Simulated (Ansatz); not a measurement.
# H on Ta(110): change of the work function, part 4 of 4

Aim: the work function of Ta(110) at several coverages of H (hollow site), and the dipole that each adsorbate carries.

Ansatz 0.2.0; plane-wave DFT, PBE, Ansatz PAW (set soft_1); PAW set soft_1.

So far, work function, upper face (eV): step 2 (the clean slab) 4.76; step 3 (37 atoms, coverage 0.111 ML, cell 3x3) 4.73; step 4 (17 atoms, coverage 0.25 ML, cell 2x2) 4.64.

**5. Adsorbate added, k-mesh 6×6×1, coverage 0.5 ML (continued)**

Relaxation path:

```csv
step,energy less that of the first step (eV),largest force component (eV/Å)
1,0.0000,0.8507
2,-0.2311,0.4726
3,-0.2849,0.1008
4,-0.2922,0.0481
5,-0.2931,0.0128
```

The run keeps the 2 symmetry operations that the program found, so distortions that break them were not tested.

The atoms that moved most (Å):

```csv
atom,dx,dy,dz,length
H17,0.120,-0.006,-0.244,0.272
H18,0.120,-0.006,-0.244,0.272
Ta8,0.047,-0.016,0.031,0.059
Ta16,0.047,-0.016,0.031,0.059
Ta12,-0.006,0.016,0.033,0.038
Ta4,-0.006,0.016,0.033,0.038
Ta11,0.007,-0.002,-0.013,0.015
Ta3,0.007,-0.002,-0.013,0.015
```

Final coordinates:

```cif
data_structure
_symmetry_space_group_name_H-M 'P 1'
_symmetry_Int_Tables_number 1
_cell_length_a 5.7331
_cell_length_b 5.7331
_cell_length_c 26.2571
_cell_angle_alpha 90.000
_cell_angle_beta 90.000
_cell_angle_gamma 70.529
_cell_volume 813.67
loop_
_atom_site_label
_atom_site_type_symbol
_atom_site_fract_x
_atom_site_fract_y
_atom_site_fract_z
_atom_site_occupancy
Ta1 Ta 0.00000 0.00000 0.34276 1
Ta2 Ta 0.25000 0.25000 0.43190 1
Ta3 Ta 0.00103 0.00050 0.52065 1
Ta4 Ta 0.24687 0.25178 0.60807 1
Ta5 Ta 0.00000 0.50000 0.34276 1
Ta6 Ta 0.25000 0.75000 0.43190 1
Ta7 Ta 0.00102 0.50053 0.52146 1
Ta8 Ta 0.25750 0.75264 0.60800 1
Ta9 Ta 0.50000 0.00000 0.34276 1
Ta10 Ta 0.75000 0.25000 0.43190 1
Ta11 Ta 0.50103 0.00050 0.52065 1
Ta12 Ta 0.74687 0.25178 0.60807 1
Ta13 Ta 0.50000 0.50000 0.34276 1
Ta14 Ta 0.75000 0.75000 0.43190 1
Ta15 Ta 0.50102 0.50053 0.52146 1
Ta16 Ta 0.75750 0.75264 0.60800 1
H17 H 0.43381 0.43191 0.64795 1
H18 H 0.93381 0.43191 0.64795 1
```

The relaxation took 5 steps and lowered the energy by 0.29 eV; the largest force on the free atoms ends at 0.013 eV/Å.

The covered face has 4.56 eV, -0.21 eV against the clean one; the bare back face has moved by -0.02 eV, a measure of how thin the slab is.

**6. Adsorbate added, k-mesh 12×12×1, coverage 1 ML**

System of this step: Ta4H (H/Ta(110)). The cell holds 5 atoms: 4 Ta and 1 H. Cell: a = 2.867 Å, b = 2.867 Å, c = 26.257 Å, α = 90.0°, β = 90.0°, γ = 70.5°. Vacuum lies along c.

Another coverage, to see how the dipoles act on each other as their distance changes.

input.yaml reads:

```yaml
crystal:
  lattice:
    - [2.3405234457, -1.655, 0.0]
    - [2.3405234457, 1.655, 0.0]
    - [0.0, 0.0, 26.2570952656]
  atoms:
    - { symbol: Ta, position: [0.0, 0.0, 0.342764495] }
    - { symbol: Ta, position: [0.5, 0.5, 0.4319031992] }
    - { symbol: Ta, position: [0.0, 0.0, 0.5211451613] }
    - { symbol: Ta, position: [0.5, 0.5, 0.6068093742] }
    - { symbol: H, position: [0.84, 0.84, 0.657235505] }
kpoints:
  mp_grid: { grid: [12, 12, 1] }
hamiltonian:
  xc: pbe
  pseudopotentials: { kind: paw, azcp: { folder: soft_1 } }
scf:
  occupations: { method: fermi_dirac, width: 0.1 }
  convergence: { dr2_threshold: 1.0e-08 }
efield:
  axis: 3
  dipole_correction: true
  ramp_position: 0.97
  ramp_width: 0.06
relax:
  f_tol: 0.02
  max_steps: 60
  constraints: [{ sites: [0, 1] }]
output:
  write_potential: true
  write_density: true
  volumetric_format: npy
```

Started as:

```bash
$ ansatz run input.yaml --threads 4 --pin off --max-ram 16384MiB --backend cpu --events-out ev --progress --plain --runs-dir out
```

Standard output:

```text
[...]
Crystal: 5 atoms, lattice volume = 203.417 Å³
Basis set: ecut = 420 eV, 3981 PW (Γ), exchange–correlation on 40×40×360 points (8 copies of the dense FFT grid, shifted against one another)
Bands: 32, of which v1, the nominal top of the filled ones, is band 27 counted from 1 (26 counted from 0)
Symmetry: 2 space group operations
[...]
F+E_penalty+E_count = -39747.55740175 eV   max|allowed force component| = 2.000e-2 eV/Å
  atoms:
    - { symbol: Ta, position: [0.0, 0.0, 0.342764] }
    - { symbol: Ta, position: [0.5, 0.5, 0.431903] }
    - { symbol: Ta, position: [0.00238346, 0.00238346, 0.520853] }
    - { symbol: Ta, position: [0.508811, 0.508811, 0.609500] }
    - { symbol: H, position: [0.866895, 0.866895, 0.649343] }
[key lines of the parts left out:]
SCF converged after 7 iterations
Free energy (F): -39747.557402 eV
Fermi energy:    3.857777 eV
Dipole field:    D = 0.016889 V/Å  (p = 0.018986 e·Å, saw-weighted, corrected)
Work function:   Φ+ = 4.3424 eV   Φ− = 4.7858 eV
```

Run time: 32 s. Hardware: 4 threads of Arm Neoverse V1, shared host; peak memory 0.58 GiB; 2.1 min of CPU time.

Step by step:

```csv
step,energy less that of the first step (eV),largest force component (eV/Å)
1,0.0000,1.2664
2,-0.0877,0.9065
3,-0.1353,0.2018
4,-0.1419,0.0760
5,-0.1429,0.0200
```

The run keeps the 2 symmetry operations that the program found, so distortions that break them were not tested.

The atoms that moved most (Å):

```csv
atom,dx,dy,dz,length
H5,0.126,0.000,-0.207,0.242
Ta4,0.041,0.000,0.071,0.082
Ta3,0.011,0.000,-0.008,0.014
```

Final coordinates:

```cif
data_structure
_symmetry_space_group_name_H-M 'P 1'
_symmetry_Int_Tables_number 1
_cell_length_a 2.8665
_cell_length_b 2.8665
_cell_length_c 26.2571
_cell_angle_alpha 90.000
_cell_angle_beta 90.000
_cell_angle_gamma 70.529
_cell_volume 203.42
loop_
_atom_site_label
_atom_site_type_symbol
_atom_site_fract_x
_atom_site_fract_y
_atom_site_fract_z
_atom_site_occupancy
Ta1 Ta 0.00000 0.00000 0.34276 1
Ta2 Ta 0.50000 0.50000 0.43190 1
Ta3 Ta 0.00238 0.00238 0.52085 1
Ta4 Ta 0.50881 0.50881 0.60950 1
H5 H 0.86689 0.86689 0.64934 1
```

Running mean over 2.341 Å of the planar mean; the ramp of the sawtooth is left out. The electron's electrostatic potential energy less the Fermi level by z:

```csv
z (Å),electron's electrostatic potential energy less the Fermi level (eV)
3.5,4.79
4.0,4.78
4.5,4.78
5.0,4.77
5.5,4.73
6.0,4.60
6.5,4.18
7.0,2.98
7.5,-0.209
8.0,-4.91
8.5,-8.52
9.0,-9.71
9.5,-9.75
10.0,-9.66
10.5,-9.62
11.0,-9.60
11.5,-9.60
12.0,-9.61
12.5,-9.61
13.0,-9.58
13.5,-9.54
14.0,-9.55
14.5,-9.63
15.0,-9.68
15.5,-9.81
16.0,-10.2
16.5,-9.40
17.0,-5.91
17.5,-1.30
18.0,1.95
18.5,3.64
19.0,4.17
19.5,4.30
20.0,4.33
20.5,4.34
21.0,4.34
21.5,4.34
22.0,4.34
22.5,4.34
23.0,4.34
```

The relaxation took 5 steps and lowered the energy by 0.14 eV; the largest force on the free atoms ends at 0.02 eV/Å.

The covered face has 4.34 eV, -0.42 eV against the clean one; the bare back face has moved by -0.03 eV, a measure of how thin the slab is.

**7. Work function against coverage**

This step: plane-wave DFT, PBE, Ansatz PAW (set soft_1); work function against coverage; PAW set soft_1 (Ansatz 0.2.0).

The runs are now put side by side.

This step gave:

```
work function of the clean face     : 4.764 eV
largest change of the work function : -0.4219 eV
```

Work function of the covered face against coverage:

```csv
coverage (adsorbates/nm²),work function of the covered face (eV)
0.00,4.76
1.43,4.73
3.23,4.64
6.45,4.56
12.91,4.34
```

The dipole per adsorbate comes from the change of the cell's dipole. Coverage, by row:

```csv
coverage (1/nm²),coverage (ML),work function (eV),change (eV),"dipole per adsorbate, positive end outwards (debye)",mean height of the added atoms over the highest substrate atom (Å)
1.434,0.1111,4.726,-0.03849,0.064,1.054
3.227,0.25,4.642,-0.1225,0.089,1.048
6.454,0.5,4.559,-0.2052,0.076,1.047
12.91,1,4.342,-0.4219,0.081,1.046
```

**8. What came out**

| Item | Value |
| --- | --- |
| work function of the clean face | 4.76 eV |
| work function at 0.11 ML | 4.73 eV |
| work function at 0.25 ML | 4.64 eV |
| work function at 0.5 ML | 4.56 eV |
| work function at 1 ML | 4.34 eV |
| dipole per adsorbate at 0.11 ML, positive end outwards | 0.06 D |

At the lowest coverage H changes the work function of Ta(110) by under 0.15 eV, within the error of so thin a slab; the largest change, -0.42 eV, comes at higher coverage. The slab has 4 layers, at the tabulated experimental lattice constant, one starting site was run, and quantum-size effects of a slab this thin can reach one or two tenths of an eV.

[Long decimals in the printed logs are rounded to 6 places.]

[Logs are printed without paths, hosts, clocks, repeated set-up lines and the standing remarks that a program may print on its own settings, such as how far it seeks lower states.]

[Hosts, paths, dates, database ids (printed as entryN), source tags and the programs' standing remarks are cut or masked in the printed files.]

[Maps of the electrostatic potential energy from Ansatz leave out the sawtooth potential of an applied field or a dipole correction, so their vacuum need not be flat; planar profiles and work functions include it.]
